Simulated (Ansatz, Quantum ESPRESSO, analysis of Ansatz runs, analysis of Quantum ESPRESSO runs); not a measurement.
# Substitutional P in diamond: charge-transition level, PBE (Quantum ESPRESSO), part 2 of 2

Aim: the charge-transition level of substitutional P in diamond, to be set beside the measurement. Set-up: PBE, GBRV 1.5 PBE, 64-site cell, PBE lattice, k: the zone centre alone, start relaxed with Ansatz. The model is a cell of 64 host atoms with 1 C taken out and 1 P put in. The level is the Fermi energy at which two charge states have equal formation energy, after a correction for the images of the charge. This set-up takes another sampling or smearing than the usual one for this cell.

Quantum ESPRESSO 7.5; PBE, GBRV 1.5 PBE, 64-site cell, PBE lattice, k: the zone centre alone, start relaxed with Ansatz.

So far: Starting point; Relaxation, charge +1.

## Step 2: Relaxation, charge +1 (continued)

Level of this step: Quantum ESPRESSO plane-wave DFT, PBE, GBRV 1.5 PBE potentials; relaxation of all atoms of a defect supercell (Quantum ESPRESSO).

Hardly anything moved in the relaxation; the energy changed by under 0.2 meV an atom.

Neighbours of P8 at the end:

```tsv
atom	distance (Å)
C4	1.697
C27	1.697
C42	1.697
C49	1.697
C23	2.565
C14	2.565
C7	2.565
C46	2.565
C5	2.565
C21	2.565
C6	2.565
C37	2.565
C53	2.565
C15	2.565
C31	2.565
C38	2.565
```

## Step 3: Relaxation, charge 0

pw.in reads:

```
&CONTROL
  calculation = 'relax'
  prefix = 'pwscf'
  outdir = './tmp'
  pseudo_dir = './pseudo'
  tprnfor = .true.
  disk_io = 'low'
  nstep = 70
  forc_conv_thr = 0.00078
  etot_conv_thr = 0.0001
/
&SYSTEM
  ibrav = 0
  nat = 64
  ntyp = 2
  ecutwfc = 45
  ecutrho = 360
  nbnd = 133
  occupations = 'smearing'
  smearing = 'fd'
  degauss = 0.00073499
  nspin = 2
  starting_magnetization(1) = 0.125
  starting_magnetization(2) = 0.1
  tot_magnetization = 1
  nosym = .true.
/
&ELECTRONS
  conv_thr = 6d-08
  electron_maxstep = 100
  mixing_beta = 0.3
/
&IONS
  ion_dynamics = 'bfgs'
/
ATOMIC_SPECIES
C     12.0110 c_pbe_v1.2.uspp.F.UPF
P     30.9738 p_pbe_v1.5.uspp.F.UPF
CELL_PARAMETERS angstrom
   7.1418068620    0.0000000000    0.0000000000
   0.0000000000    7.1418068620    0.0000000000
   0.0000000000    0.0000000000    7.1418068620
ATOMIC_POSITIONS crystal
C     -0.0017249256   -0.0020625526    0.2507375629
C     -0.0027363313    0.2497999605   -0.0023361796
[... 1 atom line left out ...]
C      0.2377337018    0.2357047488    0.2381137450
[... 1 atom line left out ...]
C      0.1221412468    0.3739514834    0.1225323871
[... 1 atom line left out ...]
P      0.3699036596    0.3801257356    0.3703174352
[... 6 atom lines left out ...]
C      0.3759645166    0.1217581779    0.6286370085
[... 5 atom lines left out ...]
C      0.1221302808    0.6278920390    0.3764688206
[... 1 atom line left out ...]
C      0.3760685424    0.6278899375    0.1225325174
[... 3 atom lines left out ...]
C      0.2377122654    0.5123190980    0.5146948083
[... 9 atom lines left out ...]
C      0.6282284872    0.1217597142    0.3763637186
C      0.6301726083    0.3760052736    0.1219482615
[... 3 atom lines left out ...]
C      0.5111808866    0.2387927556    0.5115967592
[... 3 atom lines left out ...]
C      0.6282345077    0.3740364703    0.6286465650
[... 2 atom lines left out ...]
C      0.5142747458    0.5123087902    0.2381086413
[... 14 atom lines left out ...]
C      0.8751325003    0.8748821584    0.8755300198
K_POINTS gamma
```

pp_potential.in reads:

```
&INPUTPP
  prefix = 'pwscf'
  outdir = './tmp'
  filplot = 'potential.dat'
  plot_num = 11
/
&PLOT
  nfile = 1
  filepp(1) = 'potential.dat'
  iflag = 3
  output_format = 6
  fileout = 'potential.cube'
/
```

The run is started by

```
$ OMP_NUM_THREADS=1 mpirun -n 4 pw.x -in pw.in > pw.out
$ OMP_NUM_THREADS=1 mpirun -n 4 pp.x -in pp_potential.in > pp_potential.out
```

The program printed:

```text
[banner, memory and clock lines left out]
          URL

     gamma-point specific algorithms are used

     bravais-lattice index     =            0
     lattice parameter (alat)  =      13.4961  a.u.
     unit-cell volume          =    2458.2209 (a.u.)^3
     number of atoms/cell      =           64
     number of atomic types    =            2
     number of electrons       =       257.00 (up: 129.00, down: 128.00)
     number of Kohn-Sham states=          133
     kinetic-energy cutoff     =      45.0000  Ry
     charge density cutoff     =     360.0000  Ry
     scf convergence threshold =      6.0E-08
     mixing beta               =       0.3000
     number of iterations used =            8  plain     mixing
     energy convergence thresh.=      1.0E-04
     force convergence thresh. =      7.8E-04
     Exchange-correlation=  SLA  PW   PBX  PBC
                           (   1   4   3   4   0   0   0)
     nstep                     =           70

     celldm(1)=  13.496059  celldm(2)=   0.000000  celldm(3)=   0.000000
     celldm(4)=   0.000000  celldm(5)=   0.000000  celldm(6)=   0.000000

     crystal axes: (cart. coord. in units of alat)
               a(1) = (   1.000000   0.000000   0.000000 )
               a(2) = (   0.000000   1.000000   0.000000 )
               a(3) = (   0.000000   0.000000   1.000000 )

     reciprocal axes: (cart. coord. in units 2 pi/alat)
               b(1) = (  1.000000  0.000000  0.000000 )
               b(2) = (  0.000000  1.000000  0.000000 )
               b(3) = (  0.000000  0.000000  1.000000 )

     PseudoPot. # 1 for C  read from file:
     c_pbe_v1.2.uspp.F.UPF
     Pseudo is Ultrasoft + core correction, Zval =  4.0
     Generated by new atomic code, or converted to UPF format
     Using radial grid of  721 points,  4 beta functions with:
                l(1) =   0
                l(2) =   0
                l(3) =   1
                l(4) =   1
     Q(r) pseudized with  8 coefficients,  rinner =    1.100   1.100   1.100

     PseudoPot. # 2 for P  read from file:
     p_pbe_v1.5.uspp.F.UPF
     Pseudo is Ultrasoft + core correction, Zval =  5.0
     Generated by new atomic code, or converted to UPF format
     Using radial grid of  903 points,  6 beta functions with:
                l(1) =   0
                l(2) =   0
                l(3) =   1
                l(4) =   1
                l(5) =   2
                l(6) =   2
     Q(r) pseudized with  8 coefficients,  rinner =    1.300   1.300   1.300
                                                       1.300   1.300

     atomic species   valence    mass     pseudopotential
     C                 4.00    12.01100     C ( 1.00)
     P                 5.00    30.97380     P ( 1.00)

     Starting magnetic structure
     atomic species   magnetization
     C               0.125
     P               0.100

     No symmetry found

   Cartesian axes

     site n.     atom                  positions (alat units)
         1        C      tau(   1) = (  -0.0017249  -0.0020626   0.2507376  )
         2        C      tau(   2) = (  -0.0027363   0.2498000  -0.0023362  )
         3        C      tau(   3) = (   0.2503398  -0.0020639  -0.0013296  )
         4        C      tau(   4) = (   0.2377337   0.2357047   0.2381137  )
         5        C      tau(   5) = (   0.1215410   0.1198059   0.3744149  )
         6        C      tau(   6) = (   0.1221412   0.3739515   0.1225324  )
         7        C      tau(   7) = (   0.3740230   0.1198027   0.1219320  )
         8        P      tau(   8) = (   0.3699037   0.3801257   0.3703174  )
         9        C      tau(   9) = (   0.0002526   0.0000866   0.7503257  )
        10        C      tau(  10) = (  -0.0009770   0.2500550   0.5003547  )
        11        C      tau(  11) = (   0.2500748  -0.0010395   0.4999120  )
        12        C      tau(  12) = (   0.2500812   0.2504973   0.7514319  )
        13        C      tau(  13) = (   0.1244294   0.1248281   0.8749122  )
        14        C      tau(  14) = (   0.1215471   0.3760056   0.6305792  )
        15        C      tau(  15) = (   0.3759645   0.1217582   0.6286370  )
        16        C      tau(  16) = (   0.3751576   0.3748549   0.8746890  )
        17        C      tau(  17) = (   0.0003274   0.4996135   0.2508151  )
[...]
57        C      tau(  57) = (   0.4995009   0.4999469   0.7514308  )
        58        C      tau(  58) = (   0.4999477   0.7509991   0.5003486  )
        59        C      tau(  59) = (   0.7510227   0.4999424   0.4999044  )
        60        C      tau(  60) = (   0.7499199   0.7497638   0.7503229  )
        61        C      tau(  61) = (   0.6251752   0.6255946   0.8749037  )
        62        C      tau(  62) = (   0.6250354   0.8751584   0.6254326  )
        63        C      tau(  63) = (   0.8744980   0.6255958   0.6255735  )
        64        C      tau(  64) = (   0.8751325   0.8748822   0.8755300  )

     number of k points=     1  Fermi-Dirac smearing, width (Ry)=  0.0007
                       cart. coord. in units 2pi/alat
        k(    1) = (   0.0000000   0.0000000   0.0000000), wk =   1.0000000

     Dense  grid:   141621 G-vectors     FFT dimensions: (  81,  81,  81)

     Smooth grid:    50189 G-vectors     FFT dimensions: (  60,  60,  60)

     Generating pointlists ...
     new r_m :   0.0878 (alat units)  1.1855 (a.u.) for type    1
     new r_m :   0.0974 (alat units)  1.3150 (a.u.) for type    2

     Initial potential from superposition of free atoms

     starting charge     256.9973, renormalised to     257.0000
     Starting wfcs are  256 randomized atomic wfcs

     Self-consistent Calculation

     iteration #  1     ecut=    45.00 Ry     beta= 0.30
     Davidson diagonalization with overlap
     ethr =  1.00E-02,  avg # of iterations =  2.0

     total energy              =    -738.09404007 Ry
     estimated scf accuracy    <       4.33370052 Ry

     total magnetization       =     1.00 Bohr mag/cell
     absolute magnetization    =     1.07 Bohr mag/cell

     iteration #  2     ecut=    45.00 Ry     beta= 0.30
     Davidson diagonalization with overlap
     ethr =  1.69E-03,  avg # of iterations =  4.0

     total energy              =    -737.76821518 Ry
     estimated scf accuracy    <       1.68399866 Ry

     total magnetization       =     1.00 Bohr mag/cell
     absolute magnetization    =     1.07 Bohr mag/cell

     iteration #  3     ecut=    45.00 Ry     beta= 0.30
     Davidson diagonalization with overlap
     ethr =  6.55E-04,  avg # of iterations =  1.5

     total energy              =    -737.87759327 Ry
[...]
atom   8 (R=0.097)  charge=  1.3038  magn=  0.0581
     atom   9 (R=0.088)  charge=  1.9481  magn=  0.0013
     atom  10 (R=0.088)  charge=  1.9391  magn=  0.0123
     atom  11 (R=0.088)  charge=  1.9435  magn=  0.0008
     atom  12 (R=0.088)  charge=  1.9435  magn=  0.0008
     atom  13 (R=0.088)  charge=  1.9457  magn=  0.0002
     atom  14 (R=0.088)  charge=  1.9527  magn=  0.0044
     atom  15 (R=0.088)  charge=  1.9508  magn=  0.0038
     atom  16 (R=0.088)  charge=  1.9499  magn=  0.0046
[...]
atom  57 (R=0.088)  charge=  1.9433  magn=  0.0008
     atom  58 (R=0.088)  charge=  1.9390  magn=  0.0123
     atom  59 (R=0.088)  charge=  1.9432  magn=  0.0008
     atom  60 (R=0.088)  charge=  1.9476  magn=  0.0013
     atom  61 (R=0.088)  charge=  1.9447  magn=  0.0002
     atom  62 (R=0.088)  charge=  1.9456  magn=  0.0018
     atom  63 (R=0.088)  charge=  1.9445  magn=  0.0002
     atom  64 (R=0.088)  charge=  1.9419  magn=  0.0004

     End of self-consistent calculation

 ------ SPIN UP ------------

          k = 0.0000 0.0000 0.0000 (  6267 PWs)   bands (ev):

    -7.9529  -5.6989  -5.6938  -5.6936  -5.6405  -5.6403  -5.6340  -3.6122
    -3.6116  -3.5633  -3.5011  -3.4652  -3.4650  -3.4489  -3.4486  -3.4456
    -3.3803  -3.3803  -3.3559  -2.1719  -2.1718  -2.1554  -2.1016   0.1009
     0.1533   0.1568   0.1569   0.7430   0.7432   0.7506   0.7507   0.7993
     0.8639   1.4604   1.4978   1.4981   1.5177   1.5181   1.5469   1.5471
     1.5621   1.6365   1.6840   1.6843   1.9380   4.6892   4.6895   4.7483
     4.7589   4.7744   4.7746   4.8481   4.8482   4.8922   4.8927   4.9256
     5.1125   5.1164   5.1350   5.1353   5.1623   5.1624   5.1922   5.2014
     5.2116   5.2116   5.2925   5.3257   5.3258   5.8191   5.8191   5.8400
     5.8403   5.8786   5.9492   5.9493   5.9618   6.0027   6.0139   6.0140
     6.1181   7.2458   7.2459   7.2505   7.2584   7.2793   7.2794   8.9224
     8.9229   9.0224   9.0421   9.0423   9.2693   9.3353   9.3354   9.3708
     9.3737   9.3737   9.3819   9.4200   9.4736   9.4740   9.5856   9.5856
     9.6083  10.4665  10.4891  10.4895  10.5176  10.5178  10.5279  10.5593
    10.5599  10.5867  10.6273  10.6277  10.6610  10.6768  10.6770  10.7499
    10.7884  10.7884  10.9746  10.9748  11.0861  13.5800  13.5801  13.5911
    17.2960  17.6579  17.6581  17.8942  17.8944

 ------ SPIN DOWN ----------

          k = 0.0000 0.0000 0.0000 (  6267 PWs)   bands (ev):

[...]
5.2335   5.2336   5.3519   5.3522   5.3758   5.8381   5.8381   5.8617
     5.8621   5.9075   5.9709   5.9709   5.9796   6.0388   6.0390   6.0714
     6.1514   7.2628   7.2629   7.2633   7.2871   7.3018   7.3019   8.9387
     8.9392   9.0541   9.0569   9.0571   9.2930   9.3483   9.3485   9.3929
     9.3983   9.3983   9.4005   9.4332   9.4893   9.4897   9.6094   9.6095
     9.6378  10.4748  10.5041  10.5045  10.5371  10.5408  10.5410  10.5761
    10.5768  10.6029  10.6404  10.6408  10.6825  10.6922  10.6924  10.7634
    10.8050  10.8050  10.9998  11.0000  11.1399  13.5959  13.5959  13.6077
    17.7073  17.7077  17.7216  17.9195  17.9196

     the spin up/dw Fermi energies are    17.4735   14.7606 ev

!    total energy              =    -737.89627595 Ry
     estimated scf accuracy    <       0.00000005 Ry
     smearing contrib. (-TS)   =      -0.00000000 Ry
     internal energy E=F+TS    =    -737.89627594 Ry

     The total energy is F=E-TS. E is the sum of the following terms:
     one-electron contribution =     262.44855756 Ry
     hartree contribution      =      62.99758388 Ry
     xc contribution           =    -239.28055827 Ry
     ewald contribution        =    -824.06185911 Ry

     total magnetization       =     1.00 Bohr mag/cell
     absolute magnetization    =     1.10 Bohr mag/cell

     convergence has been achieved in  14 iterations

     Forces acting on atoms (cartesian axes, Ry/au):

     atom    1 type  1   force =    -0.00017898   -0.00006401   -0.00018275
     atom    2 type  1   force =    -0.00006198    0.00007335   -0.00008640
     atom    3 type  1   force =    -0.00017622   -0.00002264   -0.00014330
     atom    4 type  1   force =     0.00005699   -0.00022034    0.00017498
     atom    5 type  1   force =     0.00008535    0.00035878    0.00001862
     atom    6 type  1   force =     0.00004740   -0.00008803    0.00009109
     atom    7 type  1   force =     0.00001876    0.00035924    0.00009963
     atom    8 type  2   force =    -0.00010860    0.00003202   -0.00022817
     atom    9 type  1   force =    -0.00006616   -0.00004338    0.00003760
     atom   10 type  1   force =     0.00001042   -0.00004946    0.00003712
     atom   11 type  1   force =     0.00000879    0.00015056    0.00007903
     atom   12 type  1   force =    -0.00003129   -0.00003721    0.00001223
     atom   13 type  1   force =    -0.00004101    0.00007638    0.00012890
     atom   14 type  1   force =    -0.00001308   -0.00011918   -0.00015306
     atom   15 type  1   force =    -0.00008881    0.00030832   -0.00026242
     atom   16 type  1   force =     0.00008877   -0.00004658    0.00006934
[...]
atom   57 type  1   force =     0.00016372   -0.00010559    0.00001363
     atom   58 type  1   force =     0.00012571    0.00000763    0.00013342
     atom   59 type  1   force =     0.00004814   -0.00007543    0.00013908
     atom   60 type  1   force =     0.00008287    0.00005030    0.00005942
     atom   61 type  1   force =    -0.00003896    0.00001498    0.00022311
     atom   62 type  1   force =     0.00008219    0.00019245    0.00012002
     atom   63 type  1   force =     0.00025380   -0.00000937    0.00000334
     atom   64 type  1   force =    -0.00008472    0.00003779   -0.00006916

     Total force =     0.001784     Total SCF correction =     0.000817
     SCF correction compared to forces is large: reduce conv_thr to get better values

     BFGS Geometry Optimization
     Energy error            =      3.2E-06 Ry
     Gradient error          =      3.8E-04 Ry/Bohr

     bfgs converged in   1 scf cycles and   0 bfgs steps
     (criteria: energy <  1.0E-04 Ry, force <  7.8E-04 Ry/Bohr)

     End of BFGS Geometry Optimization

     Final energy             =    -737.8962759452 Ry
Begin final coordinates

ATOMIC_POSITIONS (crystal)
C               -0.0017249256       -0.0020625526        0.2507375629
C               -0.0027363313        0.2497999605       -0.0023361796
C                0.2503397964       -0.0020638874       -0.0013296322
C                0.2377337018        0.2357047488        0.2381137450
C                0.1215410359        0.1198059285        0.3744149183
C                0.1221412468        0.3739514834        0.1225323871
C                0.3740230366        0.1198027165        0.1219320396
P                0.3699036596        0.3801257356        0.3703174352
C                0.0002526312        0.0000865858        0.7503256796
C               -0.0009769962        0.2500549895        0.5003547259
C                0.2500748320       -0.0010395097        0.4999119872
C                0.2500811911        0.2504973155        0.7514318771
C                0.1244294191        0.1248281183        0.8749122443
C                0.1215471488        0.3760055538        0.6305792421
C                0.3759645166        0.1217581779        0.6286370085
C                0.3751575621        0.3748549333        0.8746889848
[...]
C                0.4995008658        0.4999468957        0.7514307678
C                0.4999477037        0.7509990728        0.5003485551
C                0.7510227120        0.4999423517        0.4999043594
C                0.7499198571        0.7497637878        0.7503228696
C                0.6251752305        0.6255946332        0.8749037375
C                0.6250354223        0.8751584361        0.6254326081
C                0.8744980413        0.6255957729        0.6255735042
C                0.8751325003        0.8748821584        0.8755300198
End final coordinates
```

Wall time 26 s (4 MPI ranks of Arm Neoverse V2, shared host); peak memory 0.86 GiB; 1.7 min of CPU time.

No atom moved by 0.005 Å in the relaxation.

Neighbours of P8 at the end:

```tsv
atom	distance (Å)
C27	1.687
C49	1.687
C4	1.687
C42	1.748
C21	2.503
C6	2.503
C23	2.503
C14	2.569
C38	2.570
C53	2.570
C31	2.570
C5	2.570
C7	2.570
C46	2.610
C15	2.610
C37	2.610
```

Read from the output:

```
total moment                          : 1.0000 μB
integral of the absolute spin density : 1.100 μB
```

## Step 4: Charge-transition levels

Analysis of the runs above: levels from Quantum ESPRESSO plane-wave DFT, PBE, GBRV 1.5 PBE potentials energies with an image-charge correction aligned at atomic sites (own code after Kumagai and Oba).

It gives:

```yaml
gap: 4.143 eV
```

## Step 5: Summary of results

```
static dielectric constant used                   : 5.9
band gap of the host                              : 4.14 eV
(plus 1/0) level below the conduction-band bottom : 0.64 eV
```

(+1/0) level below the conduction-band bottom: computed 0.64 eV, measured 0.6 eV and 0.62 eV; 0.02 eV deeper than the nearest measurement. The level is counted in a gap of 4.14 eV, and the correction is screened by a dielectric constant of 5.9 from a linear-response run on the host. The bound state has a long tail, so in cells of 64 to 216 sites the impurity band still disperses by tenths of an eV and the level moves with cell and k-points. Levels hang on the band edges, which semilocal functionals place too close together. Limits: the zone centre alone is a coarse sampling for this cell; the periodic copies of the defect are only 7.1 Å apart.

[Logs are printed without paths, hosts, clocks, repeated set-up lines and the standing remarks that a program may print on its own settings, such as how far it seeks lower states.]

[Hosts, paths, dates, database ids (printed as entryN), source tags and the programs' standing remarks are cut or masked in the printed files.]

[For some hosts the program warned that the k-mesh of the response run may be too coarse for force constants and the static dielectric constant; such warnings are not shown here.]
